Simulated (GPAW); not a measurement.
# Surface energy and work function of Ba(100) from slabs of 4 to 14 layers (PBE)

How do energy and work function of Ba(100) films settle with thickness, and what surface energy follows?

Set-up. GPAW 26.7.0, plane waves at 450 eV with PAW setups; symmetric 1×1 slabs cut at the tabulated lattice constant (two decimals; low-temperature values for the alkali metals), atoms at bulk places, 7.5 Å of vacuum on each side, one in-plane mesh for all thicknesses, Fermi-Dirac smearing of 0.1 eV. Energies are extrapolated to zero smearing and count from the program's reference atoms. Functional PBE. The cell's area is 25.200 Å².

Results, with one row withheld:

| layers | energy (eV) | work function (eV) |
| --- | --- | --- |
| 4 | −6.4454 | 2.35 |
| 5 | −8.3172 | 2.37 |
| 6 | −10.1937 | 2.36 |
| 7 | −12.0582 | 2.36 |
| 8 | −13.9265 | 2.36 |
| 9 | −15.7962 | 2.36 |
| 10 | −17.6638 | 2.36 |
| 11 | −19.5329 | 2.36 |
| 12 | −21.4022 | 2.36 |
| 14 | ? | ? |

Q: What surface energy do these runs give, and what energy and work function should the 14-layer slab have?

**Working.** A slab of n layers has E(n) = nε + 2Aγ once its middle is bulk-like. A line through n = 6 to 12 has the slope ε = −1.8683 eV a layer and the intercept 2Aγ = 1.0184 eV (r.m.s. residual 1.3 meV). So γ = 1.0184 / (2 × 25.200 Å²) = 0.0202 eV/Å² = 0.32 J/m², with a standard error of under 0.01 J/m² from the scatter about the line. For 14 layers: 1.0184 + 14 × (−1.8683) = −25.138 eV; the run gives −25.139 eV, 1.6 meV under the line. The work function has no such law: from 6 to 12 layers it stays at 2.36 eV, and the 14-layer slab gives 2.36 eV. The thinnest slab, 4 layers, lies −0.01 eV from that mean.

**Limits.** The surfaces are unrelaxed, so γ is an upper bound for this functional and lattice constant. The tabulated lattice constant isn't the functional's own, which strains the slab a little. Spin-orbit coupling is left out.
